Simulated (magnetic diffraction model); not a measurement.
**YbSi2IrPb: what an assumed order does to the neutron pattern**

Space group P4/nmm (no. 129, origin choice 1), a = 4.4300 Å, c = 10.6940 Å.

```
site  atom    x    y       z
  2a    Pb  1/2  1/2       0
  2c    Ir  1/2    0  0.3788
  2c    Yb  1/2    0  0.7429
  2b    Si  1/2  1/2     1/2
  2c    Si  1/2    0  0.1330
```

This is a made-up structure (elements placed in a structure type, unrelaxed), so the numbers test the method and describe no known phase.

Only Yb is taken to order (form factors of Yb3+); orders and moment sizes are assumed, and not adapted to the symmetry. Radiation: neutrons of λ = 2.52 Å (absorption by Ir left out), 5° to 75°; isotropic B of 0.12 Å² (Pb), 0.14 Å² (Ir), 0.14 Å² (Yb) and 0.23 Å² (Si). The intensities are simulated: I ∝ L Σ (|F_N|² + |F_M⊥|²) for unpolarised neutrons, with F_M = 2.695 fm/μB × Σ f(s) S exp(2πi Q·r) exp(−B s²) at Q = H ± k (one set where k and −k are equivalent), only the part normal to Q counting and L = 1/(sin²θ cos θ). For collinear order S is the moment m, which repeats by lattice and centring translations R with the sign exp(−2πi k·R). Form factors are spin-only for 3d ions and dipole or tabulated for f ions, scattering lengths are Sears's of 1992, and absorption is left out. A label names one of the reflections at its angle. The strongest nuclear line in the range is 100, and lines under 0.2 are left out.

Assume the order k = (1/2 1/2 0), collinear moments along [010], 2.3 μB on Yb; signs + at (1/2, 0, 0.7429), − at (0, 1/2, 0.2571).

Predict the pattern, nuclear and magnetic parts apart.

```tsv
2θ (°)	index	nuclear	magnetic
23.20	(1/2 -1/2 0)	0.0	3.4
26.96	(1/2 1/2 1)	0.0	6.3
27.26	(0 0 2)	0.2	0.0
35.86	(1 0 1)	1.3	0.0
36.09	(1/2 -1/2 2)	0.0	4.4
41.40	(0 0 3)	6.9	0.0
43.35	(1 0 2)	6.5	0.0
47.44	(1 1 0)	18.1	0.0
47.99	(1/2 1/2 3)	0.0	2.7
49.56	(1 1 1)	20.8	0.0
53.45	(3/2 1/2 0)	0.0	1.2
53.96	(1 0 3)	81.5	0.0
55.41	(3/2 -1/2 1)	0.0	2.5
55.57	(1 1 2)	100.0	0.0
56.24	(0 0 4)	4.6	0.0
61.02	(3/2 1/2 2)	0.0	2.3
61.65	(1/2 1/2 4)	0.0	1.7
66.80	(1 0 4)	1.9	0.0
69.34	(2 0 0)	89.2	0.0
69.78	(3/2 1/2 3)	0.0	2.0
72.19	(0 0 5)	2.0	0.0
74.22	(3/2 -3/2 0)	0.0	0.3
```

The strongest magnetic line in the range is (1/2 1/2 1) at 26.96° (6.3). On top of the Lorentz factor, which all lines share, magnetic lines fade with angle because f falls: for Yb3+ it is 0.97, 0.88, 0.76 and 0.51 at sin θ/λ = 0.1, 0.2, 0.3 and 0.5 Å⁻¹, while nuclear lengths stay constant. The order has no net moment.

[Logs are printed without paths, hosts, clocks, repeated set-up lines and the standing remarks that a program may print on its own settings, such as how far it seeks lower states.]
